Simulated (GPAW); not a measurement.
Consider BaTiO3 (P4mm).

```cif
data_structure
_symmetry_space_group_name_H-M 'P 1'
_symmetry_Int_Tables_number 1
_cell_length_a 3.9998
_cell_length_b 3.9998
_cell_length_c 4.0180
_cell_angle_alpha 90.000
_cell_angle_beta 90.000
_cell_angle_gamma 90.000
_cell_volume 64.28
loop_
_atom_site_label
_atom_site_type_symbol
_atom_site_fract_x
_atom_site_fract_y
_atom_site_fract_z
_atom_site_occupancy
Ba1 Ba 0.00000 0.00000 0.00000 1
Ti2 Ti 0.50000 0.50000 0.49000 1
O3 O 0.00000 0.50000 0.51700 1
O4 O 0.50000 0.00000 0.51700 1
O5 O 0.50000 0.50000 0.01900 1
```

Absorber: atom 2, with 1 O at 1.89 Å, 4 O at 2.00 Å and 1 O at 2.13 Å (distorted octahedral, site symmetry 4mm). Method: GPAW, PBE, full core hole (charged cell), 10-atom cell with 5.7 Å between holes, 6×6×6 k points, dipole transitions, Gaussian full width 0.94 eV up to 4 eV, rising linearly to 3.5 eV at 25 eV.

The database entry behind the starting cell differs from later determinations by our own check (c/a about 0.6 % short), so it need not match the best structure at ambient conditions.

What does the Ti K edge look like?

Main maxima up to 30 eV above the zero (height): 2.6 eV (0.26), 5.3 eV (0.64), 7.9 eV (0.22), 14.6 eV (2.77), 19.8 eV (2.36) and 26.7 eV (2.25). A K edge sees empty p states. The first eV above the zero hold little dipole weight, as the lowest empty bands are of d character; the main edge, of 4p character, rises through 0.6 near 12 eV above the zero. The total-energy difference plus the lowest empty eigenvalue puts the zero at 4984.35 eV. One term is added: -22.82 eV, since the hole is spin-paired here and a spin-polarised one costs that much less in the free atom (computed apart). The photon energy is then 4961.53 eV. The tabulated edge of the element is 4966 eV. The functional and the charged cell's background leave an error of a few eV in such absolute values.

The Ti K spectrum (energy from the lowest empty level; intensity scaled to a mean of 1 over the first 20 eV; polarised curves are means over the symmetry-equivalent atoms):

```csv
E (eV),isotropic,ε ⊥ c,ε ∥ c
-2.0,0.00,0.00,0.00
-1.5,0.00,0.00,0.00
-1.0,0.00,0.00,0.00
-0.5,0.00,0.00,0.00
0.0,0.01,0.02,0.00
0.5,0.02,0.03,0.00
1.0,0.01,0.01,0.01
1.5,0.03,0.01,0.06
2.0,0.14,0.06,0.30
2.5,0.26,0.14,0.49
3.0,0.19,0.14,0.30
3.5,0.06,0.04,0.09
4.0,0.04,0.03,0.04
4.5,0.22,0.21,0.25
5.0,0.57,0.53,0.63
5.5,0.60,0.56,0.67
6.0,0.31,0.29,0.35
6.5,0.14,0.14,0.14
7.0,0.15,0.16,0.13
7.5,0.20,0.21,0.18
8.0,0.22,0.23,0.20
8.5,0.20,0.21,0.19
9.0,0.18,0.18,0.17
9.5,0.16,0.16,0.15
10.0,0.15,0.15,0.15
10.5,0.17,0.17,0.17
11.0,0.23,0.23,0.23
11.5,0.35,0.35,0.36
12.0,0.61,0.59,0.65
12.5,1.07,1.02,1.15
13.0,1.68,1.61,1.82
13.5,2.27,2.18,2.43
14.0,2.64,2.58,2.77
14.5,2.77,2.75,2.81
15.0,2.73,2.75,2.69
15.5,2.62,2.66,2.53
16.0,2.48,2.53,2.38
16.5,2.32,2.37,2.24
17.0,2.18,2.21,2.11
17.5,2.08,2.11,2.02
18.0,2.07,2.10,2.00
18.5,2.14,2.18,2.06
19.0,2.25,2.30,2.16
19.5,2.34,2.40,2.24
20.0,2.36,2.41,2.24
20.5,2.28,2.34,2.16
21.0,2.15,2.21,2.03
21.5,2.01,2.07,1.89
22.0,1.90,1.95,1.79
22.5,1.84,1.89,1.75
23.0,1.84,1.89,1.76
23.5,1.89,1.93,1.81
24.0,1.95,1.99,1.88
24.5,2.03,2.07,1.96
25.0,2.11,2.14,2.04
25.5,2.17,2.21,2.10
26.0,2.22,2.26,2.15
26.5,2.25,2.29,2.17
27.0,2.24,2.28,2.16
27.5,2.19,2.23,2.11
28.0,2.09,2.13,2.01
28.5,1.95,1.99,1.88
29.0,1.79,1.83,1.72
29.5,1.63,1.66,1.57
30.0,1.49,1.52,1.44
30.5,1.39,1.41,1.34
31.0,1.33,1.35,1.29
31.5,1.30,1.32,1.26
32.0,1.29,1.31,1.25
```

Quadrupole 1s→3d transitions, which feed the pre-edge, are not in the dipole spectrum. The holes are only 5.7 Å apart, so the shape is probably not converged with cell size; no larger cell was run here. The mesh is coarse (0.26 Å⁻¹ between points), so small maxima may be mesh ripples. Lifetime broadening is put in by hand, and intensities beyond about 20 eV depend on it and on the partial waves. The structure is a published determination, not relaxed.

[Banner, clock and machine lines of the logs are left out without a mark of their own.]

[Logs are printed without paths, hosts, clocks, repeated set-up lines and the standing remarks that a program may print on its own settings, such as how far it seeks lower states.]

[Hosts, paths, dates, database ids (printed as entryN), source tags and the programs' standing remarks are cut or masked in the printed files.]

[Lists of maxima count a maximum above −3 eV only where it reaches 4 % of the highest in the window and stands out from its surroundings by 2 % of it (1.5 % where it reaches 55 %); shoulders and weaker maxima are passed over, and of the rest the first, up to two pre-edge ones and the few strongest are named.]
